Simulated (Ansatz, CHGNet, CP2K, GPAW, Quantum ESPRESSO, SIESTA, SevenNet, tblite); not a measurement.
# CP2K on generalised stacking fault on (111) (glide set) of a Ge-Si solid solution (72 atoms): settings against a plane-wave reference

Wanted: CP2K inputs and outputs for generalised stacking fault on (111) (glide set) of a Ge-Si solid solution (72 atoms), checked against a plane-wave reference.

Method: the method is named at each step, in CP2K 2026.2.

## Step 1: Starting point

The cell holds 72 atoms: 51 Ge and 21 Si. Cell: a = 6.849 Å, b = 11.862 Å, c = 19.579 Å, α = 90.0°, β = 88.3°, γ = 90.0°. Diamond-structure Ge lattice (a = 5.5919 Å, the value set for the mixture), cell with z along [111], 1 x 3 x 2 periods; the third cell vector is tilted by 0.083 of 1/2[11-2] and lengthened by 0.2 Å, so the cell holds one fault (glide set); displaced by a Gaussian of 0.01 Å; 21 of 72 Ge sites given to Si at random (lattice constant by Vegard's rule between Ge and Si). Then every atom was moved at random, 0.05 Å r.m.s. a Cartesian component. The structure's axis is c.

The yardstick, on the same geometry:

```
method                 : Kohn-Sham DFT, PBE, SSSP efficiency 1.3.0 pseudopotentials, plane waves (Quantum ESPRESSO 7.5); sssp-pbe-1.3.0-efficiency, cutoffs 45/360 Ry, Γ point
r.m.s. force component : 0.8454 eV/Å
longest force          : 2.812 eV/Å
pressure               : 3.124 GPa
time                   : 4.3 min on 4 MPI ranks of Arm Neoverse V1, shared host
CPU time               : 17 min
```

## Step 2: PBE, DZVP-UZH, 350/50 Ry, diagonalisation

Method: Kohn-Sham DFT, PBE, GTH-PBE pseudopotentials, Gaussian and plane waves, DZVP-MOLOPT (UZH set), diagonalisation.

Input file input.inp:

```
&GLOBAL
  PROJECT cell
  RUN_TYPE ENERGY_FORCE
  PRINT_LEVEL LOW
&END GLOBAL
&FORCE_EVAL
  METHOD QS
  STRESS_TENSOR ANALYTICAL
  &DFT
    BASIS_SET_FILE_NAME BASIS_MOLOPT_UZH
    POTENTIAL_FILE_NAME POTENTIAL_UZH
    &MGRID
      CUTOFF 350
      REL_CUTOFF 50
    &END MGRID
    &QS
      EPS_DEFAULT 1.0E-12
    &END QS
    &SCF
      SCF_GUESS ATOMIC
      EPS_SCF 1.0E-06
      MAX_SCF 200
      ADDED_MOS 32
      &DIAGONALIZATION
        ALGORITHM STANDARD
      &END DIAGONALIZATION
      &SMEAR ON
        METHOD FERMI_DIRAC
        ELECTRONIC_TEMPERATURE [K] 580
      &END SMEAR
      &MIXING
        METHOD BROYDEN_MIXING
        ALPHA 0.15
        NBROYDEN 8
      &END MIXING
      &PRINT
        &RESTART OFF
        &END RESTART
      &END PRINT
    &END SCF
    &XC
      &XC_FUNCTIONAL PBE
      &END XC_FUNCTIONAL
    &END XC
    &PRINT
      &MULLIKEN ON
      &END MULLIKEN
      &HIRSHFELD ON
        SHAPE_FUNCTION DENSITY
      &END HIRSHFELD
      &MO ON
        EIGENVALUES T
        OCCUPATION_NUMBERS T
        MO_INDEX_RANGE 133 156
        &EACH
          QS_SCF 0
        &END EACH
        ADD_LAST NUMERIC
      &END MO
    &END PRINT
  &END DFT
  &SUBSYS
    &CELL
      A 6.84865 0.00000 0.00000
      B 0.00000 11.86221 0.00000
      C 0.57070 0.00000 19.57091
    &END CELL
    &COORD
      Ge 3.31142 2.03876 0.44485
      Ge 3.36747 1.99048 2.83191
      Ge 5.72086 1.98633 3.63960
      Si 5.56179 2.01658 6.07833
      Si 6.86070 11.83682 0.53996
      Ge 6.77207 11.85379 2.78748
      Si 2.28613 11.80041 3.60457
      Ge 2.28515 11.84857 5.98518
      Ge 4.57957 11.82994 6.84669
      Si 4.56427 0.00854 9.24119
      Si 3.43970 5.92992 0.44504
      Si 3.46061 5.86444 2.73347
      Ge 5.72614 5.78520 3.60222
      Ge 5.76987 5.92470 6.08812
      Si 6.82199 3.91821 0.36324
      Ge 6.78443 3.85605 2.84952
      Ge 2.28372 3.92544 3.59459
      Si 2.25587 3.98701 6.06855
      Ge 4.55367 3.94620 6.81322
      Si 4.54331 3.95747 9.28581
      Ge 1.12656 2.01527 6.83064
      Ge 1.11909 2.03022 9.36448
      Si 3.34673 2.00092 10.10603
      Si 3.42897 1.96284 12.57862
      Ge 5.72282 1.91254 13.25616
      Si 5.72074 2.00365 15.75889
      Ge 6.87787 11.81025 10.08646
      Ge 6.80173 0.09063 12.44260
      Si 2.22549 11.77858 13.31507
      Ge 2.23458 11.80266 15.70977
      Ge 4.64325 0.05812 16.55073
      Si 4.58421 0.02954 19.03525
      Ge 3.37271 9.88051 0.42136
      Si 3.44736 9.91479 2.91059
      Ge 5.77265 9.86639 3.65663
      Ge 5.70756 9.91704 6.11454
      Ge 6.83386 7.97259 0.48614
      Ge 6.89312 8.04744 2.77692
      Ge 2.27153 7.89620 3.61338
      Ge 2.35906 7.88362 6.05602
      Ge 4.64486 7.85456 6.82144
      Ge 4.59009 7.86251 9.23669
      Ge 1.16392 6.00857 6.89757
      Ge 1.15708 5.84071 9.28385
      Ge 3.38905 5.94273 10.12697
      Ge 3.47006 6.01853 12.47763
      Ge 5.68718 5.92150 13.34227
      Ge 5.73447 5.95186 15.71759
      Si 6.90145 3.97194 10.09879
      Si 6.78356 3.97930 12.50542
      Ge 2.29467 3.97752 13.28708
      Ge 2.34226 3.98879 15.67747
      Ge 4.64762 3.98582 16.57382
      Ge 4.60764 3.99175 18.94621
      Ge 1.15103 2.01919 16.59926
      Ge 1.13078 2.00270 18.91568
[... 12 atom lines left out ...]
      Si 1.08453 5.85471 16.49573
      Si 1.18320 5.95874 18.94934
      Ge 1.13906 9.87920 16.62999
      Si 1.03986 9.89261 18.93309
    &END COORD
    &KIND Ge
      BASIS_SET DZVP-MOLOPT-PBE-GTH-q4
      POTENTIAL GTH-PBE-q4
    &END KIND
    &KIND Si
      BASIS_SET DZVP-MOLOPT-PBE-GTH-q4
      POTENTIAL GTH-PBE-q4
    &END KIND
  &END SUBSYS
  &PRINT
    &FORCES ON
    &END FORCES
    &STRESS_TENSOR ON
    &END STRESS_TENSOR
  &END PRINT
&END FORCE_EVAL
```

On the command line:

```bash
$ OMP_NUM_THREADS=2 cp2k.psmp -i input.inp > output.txt
```

Numbers of over 12 decimals in the logs are rounded to 6 here.

What it wrote:

```text
CP2K| version string:                                       CP2K version 2026.2
 CP2K| Input file name                                                 input.inp
 GLOBAL| Basis set file name                                    BASIS_MOLOPT_UZH
 GLOBAL| Potential file name                                       POTENTIAL_UZH
 GLOBAL| Run type                                                   ENERGY_FORCE
 GLOBAL| Total number of message passing processes                             1
 GLOBAL| Number of threads for this process                                    2
 TOTAL NUMBERS AND MAXIMUM NUMBERS
  Total number of            - Atomic kinds:                                   2
                             - Atoms:                                         72
                             - Shell sets:                                    72
                             - Shells:                                       360
                             - Primitive Cartesian functions:                288
                             - Cartesian basis functions:                   1008
                             - Spherical basis functions:                    936
  Maximum angular momentum of- Orbital basis functions:                        2
                             - Local part of the GTH pseudopotential:          0
                             - Non-local part of the GTH pseudopotential:      4
 SCF PARAMETERS         Density guess:                                    ATOMIC
                        max_scf:                                             200
                        eps_scf:                                        1.00E-06
                        added MOs                                        32    0
                        Mixing method:                            BROYDEN_MIXING
                                                charge density mixing in g-space
                        Smear method:                                FERMI_DIRAC
                        Electronic temperature [K]:                        580.0
                        Electronic temperature [a.u.]:                  1.84E-03
                        Accuracy threshold:                             1.00E-10
 Extrapolation method: initial_guess
 Number of electrons:                                                        288
 Number of occupied orbitals:                                                144
 Number of molecular orbitals:                                               176
 Number of orbital functions:                                                936
 Number of independent orbital functions:                                    936
 SCF WAVEFUNCTION OPTIMIZATION
  Step     Update method      Time    Convergence         Total energy    Change
     1 NoMix/Diag. 0.15E+00    4.2     0.59748814      -286.7255906239 -2.87E+02
     2 Broy./Diag. 0.15E+00    7.1     0.03726652      -282.0492196462  4.68E+00
     3 Broy./Diag. 0.15E+00    7.1     0.14381438      -281.5280860615  5.21E-01
     4 Broy./Diag. 0.15E+00    7.1     0.02704453      -282.6576969974 -1.13E+00
[...]
17 Broy./Diag. 0.15E+00    7.1     0.00000135      -282.4105503038 -3.21E-05
    18 Broy./Diag. 0.15E+00    7.3     0.00000027      -282.4105593240 -9.02E-06
  *** SCF run converged in    18 steps ***
  Electronic density on regular grids:       -287.9999999999        0.0000000001
  Core density on regular grids:              287.9999999991       -0.0000000009
  Total charge density on r-space grids:       -0.0000000008
  Total charge density g-space grids:          -0.0000000008
  Overlap energy of the core charge distribution:               9.48312e-07
  Self energy of the core charge distribution:               -641.353328
  Core Hamiltonian energy:                                    146.717379
  Hartree energy:                                             297.385115
  Exchange-correlation energy:                                -85.155396
  Electronic entropic energy:                                  -0.00433008
  Fermi energy:                                                 0.188507
  Total energy:                                              -282.410559
  Total energy (extrapolated to T->0):                       -282.408394
 MO| EIGENVALUES AND OCCUPATION NUMBERS
 MO|
 MO|  Index      Eigenvalue [a.u.]        Eigenvalue [eV]             Occupation
 MO|    133               0.132695               3.610811               2.000000
 MO|    134               0.137349               3.737460               2.000000
 MO|    135               0.143523               3.905464               2.000000
[...]
MO|    155               0.219351               5.968847               0.000000
 MO|    156               0.221539               6.028385               0.000000
 MO| Sum:                                                             288.000000
 MO| E(Fermi):            0.188507 a.u.          5.129542 eV
 !-----------------------------------------------------------------------------!
                     Mulliken Population Analysis
 #  Atom  Element  Kind  Atomic population                           Net charge
       1     Ge       1          4.079092                             -0.079092
       2     Ge       1          4.040966                             -0.040966
       3     Ge       1          4.043037                             -0.043037
[...]
71     Ge       1          4.027134                             -0.027134
      72     Si       2          3.863833                              0.136167
 # Total charge                            288.000000                  0.000000
 !-----------------------------------------------------------------------------!
 !-----------------------------------------------------------------------------!
                           Hirshfeld Charges
  #Atom  Element  Kind  Ref Charge     Population                    Net charge
      1       Ge     1       4.000          3.997                         0.003
      2       Ge     1       4.000          4.002                        -0.002
      3       Ge     1       4.000          3.989                         0.011
[...]
71       Ge     1       4.000          4.007                        -0.007
     72       Si     2       4.000          3.997                         0.003
  Total Charge                                                           -0.000
 !-----------------------------------------------------------------------------!
 ENERGY| Total FORCE_EVAL ( QS ) energy [hartree]           -282.410563
 FORCES| Atomic forces [hartree/bohr]
 FORCES|   Atom     x               y               z               |f|
 FORCES|      1 -2.35230986E-02 -1.64768373E-02 -9.13599881E-03   3.01378302E-02
 FORCES|      2  1.42644211E-02 -2.50290353E-02  4.34947427E-03   2.91349317E-02
 FORCES|      3 -3.06597387E-02 -2.04926063E-02  2.14692462E-02   4.26719465E-02
[...]
FORCES|     71 -1.49508358E-02 -3.16027146E-03 -5.48308764E-03   1.62351180E-02
 FORCES|     72  1.97818981E-02  1.86938823E-02  1.64577080E-02   3.18063025E-02
 FORCES| Sum    -6.89045464E-08 -7.29886407E-07 -3.23395369E-08
 FORCES| Total atomic force                                       7.33844568E-07
 STRESS| Analytical stress tensor [bar]
 STRESS|                        x                   y                   z
 STRESS|      x       -5.49368448285E+04  -6.86472101463E+03  -2.02500918995E+04
 STRESS|      y       -6.86472101463E+03   1.28445745924E+05   4.57351849383E+03
 STRESS|      z       -2.02500918995E+04   4.57351849383E+03   3.57548251477E+04
 STRESS| 1/3 Trace                                             3.64212420811E+04
```

Elapsed: 2.5 min, on 2 threads of Arm Neoverse V1, shared host; peak memory 2 GiB.

Banners, paths, timers and routine set-up lines are dropped from the logs unmarked, and long logs keep their key lines alone; longer cuts are marked.

Numbers from this run, and their distance from the reference:

* r.m.s. force component: 0.8575 eV/Å
* r.m.s. difference of force components: 26.93 meV/Å
* longest difference of force vectors: 115.6 meV/Å
* force difference over r.m.s. force: 3.186 %
* slope of forces against the reference's: 1.014
* correlation of force components: 0.9996
* pressure: 3.642 GPa
* pressure difference: 0.5178 GPa

Length of the force difference by element (eV/Å):

```
element  atoms   mean   most
     Ge     51  0.023  0.076
     Si     21  0.069   0.12
```

A closer look about Ge33, which has 3 bonded neighbours where the commonest count for Ge is 4: 9 atoms, nearest first, numbered in the order of the input, with positions taken from that point.

```
atom      x      y      z  distance (Å)  bonds  Hirshfeld charge (e)     Fx     Fy  Fz (eV/Å)
Ge33   0.00   0.00   0.00          0.00      3                  0.01  -1.25   0.32       0.81
Si68   0.60  -2.01  -0.93          2.29      3                  0.00   1.44  -0.12      -1.04
Si32   0.64   2.01  -0.96          2.32      3                  0.00   1.48   0.28      -0.52
Si34   0.07   0.03   2.49          2.49      4                 -0.01   0.34  -0.47      -0.57
Si72  -2.90   0.01  -1.06          3.09      3                  0.00   1.02   0.96       0.85
 Si7  -1.09   1.92   3.18          3.87      4                 -0.01  -0.59   0.59      -0.19
Ge37  -3.39  -1.91   0.06          3.89      3                  0.01  -1.16  -0.76      -1.47
 Si5  -3.36   1.96   0.12          3.89      3                  0.00  -1.01   0.22      -2.26
Ge39  -1.10  -1.98   3.19          3.92      4                  0.01   0.99  -0.32      -0.20
```

Forces lie 3.2 % from the reference's, at 0.27 times its CPU time (on 2 against 4 cores).

The difference per atom is largest on Si (0.069 eV/Å on average, against 0.023 on Ge).

## Step 3: PBE, SZV-MOLOPT-SR, 350/50 Ry, diagonalisation

Method: Kohn-Sham DFT, PBE, GTH-PBE pseudopotentials, Gaussian and plane waves, SZV-MOLOPT-SR-GTH, diagonalisation.

Changes to input.inp since step 2:

```diff
@@ -9,4 +9,4 @@
   &DFT
-    BASIS_SET_FILE_NAME BASIS_MOLOPT_UZH
-    POTENTIAL_FILE_NAME POTENTIAL_UZH
+    BASIS_SET_FILE_NAME BASIS_MOLOPT
+    POTENTIAL_FILE_NAME GTH_POTENTIALS
     &MGRID
@@ -71,3 +71,3 @@
     &KIND Ge
-      BASIS_SET DZVP-MOLOPT-PBE-GTH-q4
+      BASIS_SET SZV-MOLOPT-SR-GTH-q4
       POTENTIAL GTH-PBE-q4
@@ -75,3 +75,3 @@
     &KIND Si
-      BASIS_SET DZVP-MOLOPT-PBE-GTH-q4
+      BASIS_SET SZV-MOLOPT-SR-GTH-q4
       POTENTIAL GTH-PBE-q4
```

On the command line:

```bash
$ OMP_NUM_THREADS=1 cp2k.psmp -i input.inp > output.txt
```

What it wrote:

```text
CP2K| version string:                                       CP2K version 2026.2
 CP2K| Input file name                                                 input.inp
 GLOBAL| Basis set file name                                        BASIS_MOLOPT
 GLOBAL| Potential file name                                      GTH_POTENTIALS
[... lines left out ...]
 Number of electrons:                                                        288
[... lines left out ...]
  Step     Update method      Time    Convergence         Total energy    Change
[... lines left out ...]
  *** SCF run converged in    22 steps ***
[... lines left out ...]
  Fermi energy:                                                 0.256771
  Total energy:                                              -280.194384
  Total energy (extrapolated to T->0):                       -280.192888
[... lines left out ...]
 MO| E(Fermi):            0.256771 a.u.          6.987083 eV
[... lines left out ...]
 ENERGY| Total FORCE_EVAL ( QS ) energy [hartree]           -280.194387
[... lines left out ...]
 FORCES|      1 -4.06646225E-02 -8.20699071E-03 -7.80606579E-03   4.22125678E-02
 FORCES|      2  2.66114503E-02 -1.51218493E-02 -4.41481838E-03   3.09245895E-02
 FORCES|      3 -3.93606734E-02 -2.55392695E-02  9.17913231E-03   4.78097622E-02
[...]
FORCES|     71 -2.00148556E-02 -4.25165220E-03 -2.04059292E-02   2.88976286E-02
 FORCES|     72  2.87098908E-02  1.03622757E-02  1.95102871E-02   3.62254868E-02
 FORCES| Sum    -2.63222335E-07 -1.99819331E-06 -3.72977030E-07
 FORCES| Total atomic force                                       2.04967665E-06
 STRESS| Analytical stress tensor [bar]
 STRESS|                        x                   y                   z
 STRESS|      x       -4.20885515768E+04  -9.19454498245E+03  -1.71508633686E+04
 STRESS|      y       -9.19454498245E+03   9.15666012017E+04   5.84342853075E+03
 STRESS|      z       -1.71508633686E+04   5.84342853075E+03   1.77926141850E+04
 STRESS| 1/3 Trace                                             2.24235546033E+04
```

Elapsed: 2 min, on 1 thread; peak memory 1.7 GiB.

Compared with the plane-wave run:

| Item | Value |
| --- | --- |
| r.m.s. force component | 1.074 eV/Å |
| r.m.s. difference of force components | 425.9 meV/Å |
| longest difference of force vectors | 1389 meV/Å |
| force difference over r.m.s. force | 50.37 % |
| slope of forces against the reference's | 1.181 |
| correlation of force components | 0.9291 |
| pressure | 2.242 GPa |
| pressure difference | -0.8819 GPa |

This is a coarse setting, run to see what it loses.

Against the first run (3.2 %), the force difference from the reference is 50 %, at 0.42 times the CPU time (on 1 against 2 cores), with 288 basis functions against 936; this set comes with other potentials too, so the change isn't the basis's alone.

(Continued in part 2 of 3.)

[Also dropped from logs without a mark: logging warnings of Python, and SIESTA's first energy breakdown and zero terms.]

[Logs are printed without paths, hosts, clocks, repeated set-up lines and the standing remarks that a program may print on its own settings, such as how far it seeks lower states.]

[Hosts, paths, dates, database ids (printed as entryN), source tags and the programs' standing remarks are cut or masked in the printed files.]
